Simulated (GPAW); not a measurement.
MnO2 (P-3m1), O K edge of atom 2, with 3 Mn at 1.90 Å (pyramidal, site symmetry 3m). Method: GPAW, LDA + U (Mn 3.9 eV), full core hole (charged cell), 12-atom cell with 5.4 Å between holes, 4×4×4 k points, dipole transitions, Gaussian full width 0.9 eV up to 4 eV, rising linearly to 3.5 eV at 25 eV.

```xyz
3
Lattice="2.8566 0.0000 0.0000 -1.4283 2.4739 0.0000 0.0000 0.0000 4.6014" Properties=species:S:1:pos:R:3 pbc="T T T"
Mn    0.0000    0.0000    2.3007
O     0.0000    1.6492    3.2499
O     1.4283    0.8246    1.3515
```

Energy from the lowest empty level; a common scale on which the isotropic spectrum has a mean of 1 over the first 20 eV.

| E (eV) | curve 1 | curve 2 |
| --- | --- | --- |
| -2.0 | 0.00 | 0.00 |
| -1.4 | 0.00 | 0.00 |
| -0.8 | 0.08 | 0.04 |
| -0.2 | 1.12 | 0.73 |
| 0.4 | 1.73 | 2.48 |
| 1.0 | 0.85 | 2.01 |
| 1.6 | 1.26 | 1.17 |
| 2.2 | 1.08 | 0.91 |
| 2.8 | 1.15 | 1.30 |
| 3.4 | 0.49 | 1.58 |
| 4.0 | 0.06 | 0.30 |
| 4.6 | 0.00 | 0.01 |
| 5.2 | 0.00 | 0.00 |
| 5.8 | 0.00 | 0.01 |
| 6.4 | 0.03 | 0.03 |
| 7.0 | 0.08 | 0.09 |
| 7.6 | 0.19 | 0.21 |
| 8.2 | 0.39 | 0.41 |
| 8.8 | 0.66 | 0.69 |
| 9.4 | 0.91 | 1.09 |
| 10.0 | 1.06 | 1.46 |
| 10.6 | 1.14 | 1.71 |
| 11.2 | 1.22 | 1.87 |
| 11.8 | 1.39 | 1.99 |
| 12.4 | 1.63 | 2.07 |
| 13.0 | 1.85 | 2.09 |
| 13.6 | 1.87 | 2.08 |
| 14.2 | 1.70 | 2.00 |
| 14.8 | 1.48 | 1.74 |
| 15.4 | 1.36 | 1.32 |
| 16.0 | 1.27 | 0.93 |
| 16.6 | 1.16 | 0.68 |
| 17.2 | 0.99 | 0.55 |
| 17.8 | 0.79 | 0.50 |
| 18.4 | 0.61 | 0.50 |
| 19.0 | 0.48 | 0.54 |
| 19.6 | 0.41 | 0.59 |
| 20.2 | 0.37 | 0.62 |
| 20.8 | 0.37 | 0.62 |
| 21.4 | 0.41 | 0.61 |
| 22.0 | 0.49 | 0.57 |
| 22.6 | 0.61 | 0.51 |
| 23.2 | 0.74 | 0.45 |
| 23.8 | 0.87 | 0.40 |
| 24.4 | 0.96 | 0.36 |
| 25.0 | 1.00 | 0.35 |
| 25.6 | 0.98 | 0.36 |
| 26.2 | 0.92 | 0.38 |
| 26.8 | 0.85 | 0.40 |
| 27.4 | 0.78 | 0.42 |
| 28.0 | 0.73 | 0.45 |
| 28.6 | 0.71 | 0.48 |
| 29.2 | 0.70 | 0.52 |
| 29.8 | 0.70 | 0.59 |
| 30.4 | 0.68 | 0.67 |
| 31.0 | 0.65 | 0.78 |
| 31.6 | 0.61 | 0.91 |

The curves are for the electric vector along different Cartesian axes of the cell as given, averaged over the symmetry-equivalent atoms. Which is which?

Curve 1: along z (c), main maxima 0.2 eV (1.89), 1.7 eV (1.28) and 13.4 eV (1.89). Curve 2: along x (⊥ c) (the other in-plane axis gives the same curve within 3 %), main maxima 0.6 eV (2.66), 3.2 eV (1.80) and 13.0 eV (2.09). A K edge sees empty p states; the first features are O p mixed into the empty d states of the Mn neighbours, and the broad ones above probably into the cations' higher empty bands. Each direction probes the empty orbitals that point along it. The hole lies in one spin channel, while the script sums the empty states of both and takes the lower zero; where the two channels are split, this blurs and shifts the curve. The spins start ferromagnetically in a simple order, which needn't be the measured one; gap and edge can depend on it.

[Banner, clock and machine lines of the logs are left out without a mark of their own.]

[Logs are printed without paths, hosts, clocks, repeated set-up lines and the standing remarks that a program may print on its own settings, such as how far it seeks lower states.]

[Hosts, paths, dates, database ids (printed as entryN), source tags and the programs' standing remarks are cut or masked in the printed files.]

[Lists of maxima count a maximum above −3 eV only where it reaches 4 % of the highest in the window and stands out from its surroundings by 2 % of it (1.5 % where it reaches 55 %); shoulders and weaker maxima are passed over, and of the rest the first, up to two pre-edge ones and the few strongest are named.]
